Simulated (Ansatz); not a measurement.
# SbP (model cell, started as wurtzite): from the cell to its phonons

Wanted: phonon frequencies of SbP (model cell, started as wurtzite) and what follows from them.

Method: DFT PBE, scalar-relativistic, plane waves, PAW, in Ansatz 0.2.0.

The structure was built from a prototype and need not be the compound's stable phase.

**1. The starting structure**

The structure is hexagonal, space group P6_3mc (No. 186). The conventional cell has a = 4.221 Å, b = 4.221 Å, c = 6.893 Å, α = 90.00°, β = 90.00°, γ = 120.00°. Nearest to Sb lie 4 P at 2.58 to 2.59 Å. Nearest to P lie 4 Sb at 2.58 to 2.59 Å. Farther neighbours are not listed.

**2. Coarse relaxation**

A rough relaxation comes first, because large forces or stress need no tight tolerances yet.

Contents of input.yaml:

```yaml
crystal:
  lattice:
    - [4.22129, 0.0, 0.0]
    - [-2.11064, 3.65574, 0.0]
    - [0.0, 0.0, 6.89336]
  atoms:
    - { symbol: Sb, position: [0.333333, 0.666667, 0.0] }
    - { symbol: Sb, position: [0.666667, 0.333333, 0.5] }
    - { symbol: P, position: [0.333333, 0.666667, 0.375] }
    - { symbol: P, position: [0.666667, 0.333333, 0.875] }
kpoints:
  mp_grid: { grid: [6, 6, 4] }
hamiltonian:
  xc: pbe
scf:
  occupations: { method: gaussian, width: 0.1 }
output:
  forces: true
  stress: true
  eigenvalues: true
relax:
  adjacent_minimum: "off"
  f_tol: 0.05
  max_steps: 80
  cell: { stress_tol: 0.5 }
```

On the command line:

```
> ansatz run input.yaml --threads 4 --pin off --max-ram 7168MiB --backend cpu --events-out ev --progress --plain --runs-dir out
```

Numbers of over 12 decimals in the logs are rounded to 6 here.

The log of the run:

```text
[...]
cell:  # Å, volume = 114.9893 Å³
    - [4.768665, -3.261078629219101e-6, 0]
    - [-2.384330, 4.129787, 0]
    - [0, 0, 5.838929]
  atoms:
    - { symbol: Sb, position: [0.333333, 0.666667, -0.036111] }
    - { symbol: Sb, position: [0.666667, 0.333333, 0.463889] }
    - { symbol: P, position: [0.333333, 0.666667, 0.411111] }
    - { symbol: P, position: [0.666667, 0.333333, 0.911111] }
[key lines of the parts left out:]
SCF converged after 5 iterations
Free energy (F): -14479.316307 eV
Fermi energy:    7.349694 eV
P = ⅓ Tr σ = 0.0147 GPa (0.147 kbar)
```

Wall time 20 s (4 threads of Arm Neoverse V2, shared host); peak memory 0.38 GiB; 59 s of CPU time.

The steps of the relaxation:

```csv
step,energy less that of the first step (eV),largest force component (eV/Å),pressure (GPa),volume (Å³)
1,0.0000,0.1793,10.77,106.38
2,-0.5791,0.0273,1.88,121.88
3,-0.6519,0.0623,0.08,126.15
4,-0.7588,0.1154,-1.70,128.92
5,-0.8704,0.0076,-2.09,126.88
6,-0.9615,0.0056,-1.33,121.82
7,-1.0109,0.1186,-0.16,115.58
8,-1.0192,0.0319,-0.24,114.99
9*,-1.0358,0.0325,0.01,114.99
```

Relaxation steps marked * repeat the geometry before them on a plane-wave basis chosen anew for their cell, so energy and pressure can jump there.

Forces are held to the 12 operations that the run works with; a distortion that breaks them can't arise in this run.

```csv
cell as run,before,after,change
a (Å),4.221,4.769,+13.0 %
b (Å),4.221,4.769,+13.0 %
c (Å),6.893,5.839,-15.3 %
volume (Å³/atom),26.59,28.75,+8.1 %
```

The atoms that moved most (Å, as changes of fractional coordinates times the final cell):

```csv
atom,dx,dy,dz,length
P3,0.000,0.000,0.211,0.211
Sb2,0.000,0.000,-0.211,0.211
Sb1,0.000,0.000,-0.211,0.211
P4,0.000,0.000,0.211,0.211
```

Final coordinates:

```xyz
4
Lattice="4.7687 0.0000 0.0000 -2.3843 4.1298 0.0000 0.0000 0.0000 5.8389" Properties=species:S:1:pos:R:3 pbc="T T T"
Sb    0.0000    2.7532   -0.2109
Sb    2.3843    1.3766    2.7086
P     0.0000    2.7532    2.4004
P     2.3843    1.3766    5.3199
```

This step gave:

| Quantity | Value |
| --- | --- |
| pressure | 0.01466 GPa |
| volume per atom | 28.75 Å³ |
| gap on the k-mesh | 0 eV |

In this step the volume went from 26.59 to 28.75 Å³/atom.

**3. Bringing the structure to rest**

Harmonic phonons are second derivatives at a point where the forces vanish, and they are wanted at zero stress, so atoms and cell are relaxed first.

Contents of input.yaml:

```yaml
crystal:
  lattice:
    - [4.7686650899, -3.2611e-06, 0.0]
    - [-2.3843297208, 4.1297867405, 0.0]
    - [0.0, 0.0, 5.8389293815]
  atoms:
    - { symbol: Sb, position: [0.3333333333, 0.6666666667, -0.0361111599] }
    - { symbol: Sb, position: [0.6666666667, 0.3333333333, 0.4638888401] }
    - { symbol: P, position: [0.3333333333, 0.6666666667, 0.4111111599] }
    - { symbol: P, position: [0.6666666667, 0.3333333333, 0.9111111599] }
kpoints:
  mp_grid: { grid: [9, 9, 6] }
hamiltonian:
  xc: pbe
scf:
  occupations: { method: gaussian, width: 0.1 }
output:
  forces: true
  stress: true
  eigenvalues: true
relax:
  adjacent_minimum: "off"
  f_tol: 0.005
  max_steps: 80
  cell: { stress_tol: 0.05 }
```

The log of the run:

```text
[...]
Crystal: 4 atoms, lattice volume = 114.989 Å³
Basis set: ecut = 420 eV, 2245 PW (Γ), exchange–correlation on 64×64×80 points (8 copies of the dense FFT grid, shifted against one another)
Bands: 24, of which v1, the nominal top of the filled ones, is band 20 counted from 1 (19 counted from 0)
Symmetry: 12 space group operations
[...]
k-points: 48 of 486 (time reversal used)
[...]
--- Relaxed structure (4 steps of the walk, 4 accepted, 1 SCFs on fresh bases) ---
[...]
cell:  # Å, volume = 116.1761 Å³
    - [4.778448, -3.2677639373720196e-6, 0]
    - [-2.389221, 4.138259, 0]
    - [0, 0, 5.875062]
  atoms:
    - { symbol: Sb, position: [0.333333, 0.666667, -0.033139] }
    - { symbol: Sb, position: [0.666667, 0.333333, 0.466861] }
    - { symbol: P, position: [0.333333, 0.666667, 0.408139] }
    - { symbol: P, position: [0.666667, 0.333333, 0.908139] }
[key lines of the parts left out:]
SCF converged after 5 iterations
Free energy (F): -14479.320699 eV
Fermi energy:    7.208216 eV
P = ⅓ Tr σ = 0.0001 GPa (0.001 kbar)
```

Elapsed: 21 s, on 4 threads; peak memory 0.45 GiB.

Step by step:

```csv
step,energy less that of the first step (eV),largest force component (eV/Å),pressure (GPa),volume (Å³)
1,0.0000,0.0825,0.12,114.99
2,-0.0028,0.0107,-0.06,116.34
3,-0.0029,0.0065,0.03,116.13
4,-0.0029,0.0001,0.00,116.18
5*,-0.0031,0.0002,0.00,116.18
```

Relaxation steps marked * repeat the geometry before them on a plane-wave basis chosen anew for their cell, so energy and pressure can jump there.

The run keeps the 12 symmetry operations that it works with, so distortions that break them were not tested.

```csv
"conventional cell, symmetrised",before,after,change
a (Å),4.769,4.778,+0.2 %
b (Å),4.769,4.778,+0.2 %
c (Å),5.839,5.875,+0.6 %
volume (Å³/atom),28.75,29.04,+1.0 %
```

The atoms that moved most (Å, as changes of fractional coordinates times the final cell):

```csv
atom,dx,dy,dz,length
P3,0.000,0.000,-0.017,0.017
Sb2,0.000,0.000,0.017,0.017
Sb1,0.000,0.000,0.017,0.017
P4,0.000,0.000,-0.017,0.017
```

The relaxed structure:

```xyz
4
Lattice="4.7784 0.0000 0.0000 -2.3892 4.1383 0.0000 0.0000 0.0000 5.8751" Properties=species:S:1:pos:R:3 pbc="T T T"
Sb    0.0000    2.7588   -0.1947
Sb    2.3892    1.3794    2.7428
P     0.0000    2.7588    2.3978
P     2.3892    1.3794    5.3354
```

Numbers from this step:

```
pressure        : 1.20e-4 GPa
volume per atom : 29.04 Å³
```

In this step the volume went from 28.75 to 29.04 Å³/atom.

**4. Tight relaxation**

Phonons need a cell at rest on their own settings, so the relaxation is repeated with tight tolerances on forces and stress, using the mesh and the filling of the phonon run that follows.

Contents of input.yaml:

```yaml
crystal:
  lattice:
    - [4.7784481263, -3.2678e-06, 0.0]
    - [-2.3892212332, 4.1382591019, 0.0]
    - [0.0, 0.0, 5.8750620568]
  atoms:
    - { symbol: Sb, position: [0.3333333333, 0.6666666667, -0.0331389819] }
    - { symbol: Sb, position: [0.6666666667, 0.3333333333, 0.4668610181] }
    - { symbol: P, position: [0.3333333333, 0.6666666667, 0.4081389819] }
    - { symbol: P, position: [0.6666666667, 0.3333333333, 0.9081389819] }
kpoints:
  mp_grid: { grid: [10, 10, 6] }
hamiltonian:
  xc: pbe
scf:
  occupations: { method: methfessel_paxton, width: 0.15 }
output:
  forces: true
  stress: true
  eigenvalues: true
relax:
  adjacent_minimum: "off"
  f_tol: 0.001
  max_steps: 60
  cell: { stress_tol: 0.01 }
```

The log of the run:

```text
[...]
Crystal: 4 atoms, lattice volume = 116.176 Å³
Basis set: ecut = 420 eV, 2257 PW (Γ), exchange–correlation on 64×64×80 points (8 copies of the dense FFT grid, shifted against one another)
Bands: 24, of which v1, the nominal top of the filled ones, is band 20 counted from 1 (19 counted from 0)
Symmetry: 12 space group operations
[...]
k-points: 56 of 600 (time reversal used)
[...]
--- Relaxed structure (3 steps of the walk, 3 accepted, 1 SCFs on fresh bases) ---
[...]
cell:  # Å, volume = 116.1652 Å³
    - [4.779580, -3.268546424051336e-6, 0]
    - [-2.389787, 4.139239, 0]
    - [0, 0, 5.871728]
  atoms:
    - { symbol: Sb, position: [0.333333, 0.666667, -0.033074] }
    - { symbol: Sb, position: [0.666667, 0.333333, 0.466926] }
    - { symbol: P, position: [0.333333, 0.666667, 0.408074] }
    - { symbol: P, position: [0.666667, 0.333333, 0.908074] }
[key lines of the parts left out:]
SCF converged after 6 iterations
Free energy (F): -14479.312446 eV
Fermi energy:    7.214122 eV
P = ⅓ Tr σ = 0.0013 GPa (0.013 kbar)
```

The job ended after 21 s (4 threads; peak memory 0.46 GiB).

Little changed from the start: no atom moved by 0.005 Å and no cell edge by 0.1 %.

This step gave:

```
pressure : 0.001346 GPa
```

The largest force component left is 0.28 meV/Å and the pressure is 0.001 GPa, within the tolerances set. The cell now holds 29.04 Å³/atom.

**5. The dispersion**

The mesh has a single point along some directions, so zone-edge points there are not solved. Linear response on a 2×2×1 q mesh gives force constants as far as a supercell of that size would.

Contents of input.yaml:

```yaml
crystal:
  lattice:
    - [4.779579986, -3.2685e-06, 0.0]
    - [-2.3897871623, 4.1392393215, 0.0]
    - [0.0, 0.0, 5.8717278375]
  atoms:
    - { symbol: Sb, position: [0.3333333333, 0.6666666667, -0.0330735997] }
    - { symbol: Sb, position: [0.6666666667, 0.3333333333, 0.4669264003] }
    - { symbol: P, position: [0.3333333333, 0.6666666667, 0.4080735997] }
    - { symbol: P, position: [0.6666666667, 0.3333333333, 0.9080735997] }
kpoints:
  mp_grid: { grid: [10, 10, 6] }
hamiltonian:
  xc: pbe
scf:
  occupations: { method: methfessel_paxton, width: 0.15 }
output:
  eigenvalues: true
phonons:
  method: dfpt
  qmesh: [2, 2, 1]
  temperatures: { t_max: 1000, t_step: 50 }
  qpath:
    path:
      - [[0.0, 0.0, 0.0], [0.5, 0.0, 0.0], [0.33333333, 0.33333333, 0.0], [0.0, 0.0, 0.0], [0.0, 0.0, 0.5], [0.5, 0.0, 0.5], [0.33333333, 0.33333333, 0.5], [0.0, 0.0, 0.5]]
      - [[0.5, 0.0, 0.5], [0.5, 0.0, 0.0]]
      - [[0.33333333, 0.33333333, 0.5], [0.33333333, 0.33333333, 0.0]]
    npoints: 10
```

The log of the run:

```text
[...]
Crystal: 4 atoms, lattice volume = 116.165 Å³
Basis set: ecut = 420 eV, 2257 PW (Γ), exchange–correlation on 64×64×80 points (8 copies of the dense FFT grid, shifted against one another)
Bands: 24, of which v1, the nominal top of the filled ones, is band 20 counted from 1 (19 counted from 0)
Symmetry: 12 space group operations
k-points: 56 of 600 (time reversal used)
[...]
SCF iter   1: F=—  HF=-14479.312889 eV  |F-HF|=—  |Δ(HF+E_count)|=         —  Δρ=2.10e-3  dr2=6.47e-3  ethr=1.77e-3  ⟨swp⟩=7.9  Hψ=15068  notcnv=0
automatic band count: the SCF goes on with 28 bands, as 24 were too few: they end inside the smearing window of the response
[...]
SCF iter   2: F=—  HF=-14479.312655 eV  |F-HF|=—  |Δ(HF+E_count)|=   2.34e-4  S|Δr|=    0.00e0  Δρ=9.47e-4  dr2=1.08e-3  ethr=1.62e-5  ⟨swp⟩=2.6  Hψ=3217  notcnv=0
[...]
SCF iter   9: F=-14479.312446 eV  HF=-14479.312446 eV  |F-HF|=3.64e-12  |Δ(HF+E_count)|=  5.53e-10  S|Δr|=    0.00e0  Δρ=7.93e-8  dr2=3.54e-12  ethr=1.00e-12  ⟨swp⟩=12.1  Hψ=10601  notcnv=0
SCF 1 converged in 9 iterations: F = -14479.312446 eV  dr2 = 3.54e-12
[...]
phonons: the bands overlap, so this run is a metal and interpolates without the dipole-dipole term. If the crystal is really an insulator or semiconductor, its LO-TO splitting is missing
NSCF: frozen V_eff on 56 k-points
[...]
DFPT response loops at q = (0, 0, 0) (fractional): preconditioner auto → Kerker (q_TF=auto, 2.284 Å⁻¹) (partly filled bands, converged f_vac=0.076); β = 1.00, the filter's whole step (`scf.mixing.beta` (0.50) is not read by the response loops under this deck's `scf.mixing.preconditioner`; to damp them name `kerker` or `kerker_dos`, under which they read `scf.mixing.beta`, and type it under 1.00, their step now; both keys bind the ground state too); Broyden in place of MSR1
[...]
SCF converged after 9 iterations
[...]
Free energy (F): -14479.312446 eV
[...]
Internal energy: -14479.309575 eV  (E = F + TS)
E sigma→0 (E₀):  -14479.311728 eV
Entropy (-TS):   -0.002871 eV (-0.718 meV/atom)
Fermi energy:    7.214122 eV
[...]
--- Band table (eV; the first three rows and the last of 56) ---
  k-point 0: bands = [... 16 lower, 3.0770, 4.8478, 5.0714, 5.0714, 6.9732, 6.9732, 9.3671, 9.3671, ... 4 higher]
  k-point 1: bands = [... 16 lower, 3.1725, 4.8669, 4.8669, 5.4674, 7.0972, 7.0972, 9.1053, 9.1053, ... 4 higher]
  k-point 2: bands = [... 16 lower, 3.5508, 4.3971, 4.3971, 6.1505, 7.4312, 7.4312, 8.4944, 8.5314, ... 4 higher]
  k-point 55: bands = [... 16 lower, 5.0764, 5.0764, 7.0890, 7.0890, 7.7997, 7.7997, 8.6286, 8.6286, ... 4 higher]
--- Phonons (Γ-DFPT): 4 representative perturbations + reference (Σ response iterations 12) ---
  ASR residual: 4.364e-5 → 0.000e0 eV/Å²; symmetrization residual: 1.658e-5 eV/Å²
  ASR residual per site (eV/Å²): 4.36e-5 4.36e-5 3.40e-5 3.40e-5
  Γ frequencies (cm⁻¹): -46.17 -46.17 0.00 0.00 0.00 65.05 65.05 114.51 189.51 189.51 227.76 272.69
--- Phonons (arbitrary-q DFPT): 2 irreducible q on the 2×2×1 mesh ---
  q = [0.0000, 0.0000, 0.0000] (star 1, of the zone-centre solve; hermiticity 5.13e-6, symmetrization 1.24e-6): -46.17 -46.17 0.00 0.00 0.00 65.05 65.05 114.51 189.51 189.51 227.76 272.69
  q = [0.0000, -0.5000, 0.0000] (star 3, 6 solved perturbations in 1560 linear systems a pass and spin channel, the states on 304 of 600 k-point pairs; hermiticity 6.42e-5, symmetrization 7.66e-6): -55.62 24.64 61.72 64.53 87.00 90.92 93.35 99.76 138.59 180.24 246.52 251.20
  sum rule: each row above includes the acoustic sum rule's correction from the zone centre's row sums; it moved no ω² by more than (0.55 cm⁻¹)²
  mesh force constants: q→R imaginary residual 3.71e-18; ASR residual 4.364e-5 → 0.000e0 eV/Å²; symmetrization residual 6.217e-15 eV/Å²
  interpolated dispersion: 93 rows × 12 modes
  density of states and harmonic sums: on the 16×16×11 q-mesh, interpolated from the force constants of a 2×2×1 supercell (no non-analytic term)
  largest difference from the sums on the solved wave vectors: F 1.48e-1 eV, S 2.12e-4 and C_V 6.38e-5 eV/K
  zero-point energy: 0.082431 eV/cell   skipped modes (ω ≤ 0): 250, of them read as no rigid motion or as one in doubt: 247 (1.260e0 modes/cell left out, lowest -57.42 cm⁻¹)   left out of the sums: 1.05e-1 of the cell's modes: C_V's classical limit lies that fraction below 3 k_B per atom; for a crystal, a wire or a layer, F and S can be off by more, and a phonons.interpolated_qmesh denser along its periods is the remedy for the sampling
```

The job ended after 4 min (4 threads; peak memory 2.3 GiB).

This step gave:

```
sum-rule residual before enforcement                          : 4.36e-5 eV/Å²
point group                                                   : 6mm
highest optical mode at the zone centre (no LO-TO term)       : 272.7 cm⁻¹
lowest optical zone-centre mode                               : -46.17 cm⁻¹
lowest mode on the q mesh (acoustic modes at Γ apart)         : -55.62 cm⁻¹
highest frequency at a solved wavevector (no LO-TO term at Γ) : 272.7 cm⁻¹
```

Frequencies (cm⁻¹) solved at each irreducible wavevector; negative means imaginary. Frequencies by wavevector, by row:

```csv
q in reciprocal lattice units,star,mode 1,mode 2,mode 3,mode 4,mode 10,mode 11,mode 12
0 0 0,1,-46.2,-46.2,0,0,189.5,227.8,272.7
0 -0.5 0,3,-55.6,24.6,61.7,64.5,180.2,246.5,251.2
```

Symmetry leaves 2 wavevectors to solve. The lowest mode among them, the acoustic zeros apart, lies at q = (0, -0.5, 0) and is imaginary, 55.6i cm⁻¹, so the energy falls along it.

**6. Another isotope**

An isotope changes the mass and not the force constants, so no new electronic calculation is needed; the shifts show which modes move this element.

The same force constants with the mass of Sb changed from 121.760 to 122.904 u (phonopy, no LO-TO term). Both lists are sorted by frequency; levels can cross, so a row need not hold one and the same mode. Modes under 3 cm⁻¹ are left out. Isotope shifts, by row:

```csv
q,rank,natural mass (cm⁻¹),changed mass (cm⁻¹)
0 0 0,1,-46.17,-46
0 0 0,2,-46.17,-46
0 0 0,6,65.05,64.98
0 0 0,7,65.05,64.98
0 0 0,8,114.5,114
0 0 0,9,189.5,189.3
0 0 0,10,189.5,189.3
0 0 0,11,227.8,227.6
0 0 0,12,272.7,272.6
0 -0.5 0,1,-55.62,-55.52
0 -0.5 0,2,24.64,24.64
0 -0.5 0,3,61.72,61.43
0 -0.5 0,4,64.53,64.27
0 -0.5 0,5,87,86.61
0 -0.5 0,6,90.92,90.67
0 -0.5 0,7,93.35,92.96
0 -0.5 0,8,99.76,99.33
0 -0.5 0,9,138.6,138.6
0 -0.5 0,10,180.2,180.2
0 -0.5 0,11,246.5,246.4
0 -0.5 0,12,251.2,251
```

A mode of this element alone would shift by -0.47 %. The highest zone-centre frequency without the field goes from 272.7 to 272.6 cm⁻¹ (-0.0 %).

**7. Outcome**

| Property | Result |
| --- | --- |
| space group after relaxation (within 0.01 Å) | P6_3mc |
| volume per atom | 29.0 Å³ |
| electronic character | no gap on this mesh |
| highest optical mode at the zone centre (no LO-TO term) | 273 cm⁻¹ |
| lowest optical zone-centre mode | -46.2 cm⁻¹ |
| lowest mode on the q mesh (acoustic modes at Γ apart) | -55.6 cm⁻¹ |
| imaginary modes on the 2×2×1 q mesh | yes |

**Reading.** Modes are clearly imaginary (beyond 10i cm⁻¹) at 2 of the 2 irreducible wavevectors, most at q = (0, -0.5, 0) (55.6i cm⁻¹), so this structure is not a minimum of the energy. The optical modes at Γ span -46 to 273 cm⁻¹ (negative means imaginary). The q mesh is too sparse to interpolate, so only the solved wavevectors are given. Where the functional closes the gap at Γ, the partly filled states at that one point of a Γ-centred mesh soften the zone-centre modes by up to a few per cent. With no gap, or one that is small against the smearing, the frequencies hang on the k mesh and the smearing, most of all near Kohn anomalies. A semilocal functional can close a gap that the real compound would have, so the metallic treatment may be an artefact of the level. Spin-orbit coupling is left out, which can matter for the heavy elements here. The starting cell was built on a prototype and not taken from a measurement, so the phase need not exist. These are harmonic frequencies at zero temperature: anharmonic shifts, linewidths and thermal expansion are left out.

[Logs are printed without paths, hosts, clocks, repeated set-up lines and the standing remarks that a program may print on its own settings, such as how far it seeks lower states.]

[Hosts, paths, dates, database ids (printed as entryN), source tags and the programs' standing remarks are cut or masked in the printed files.]
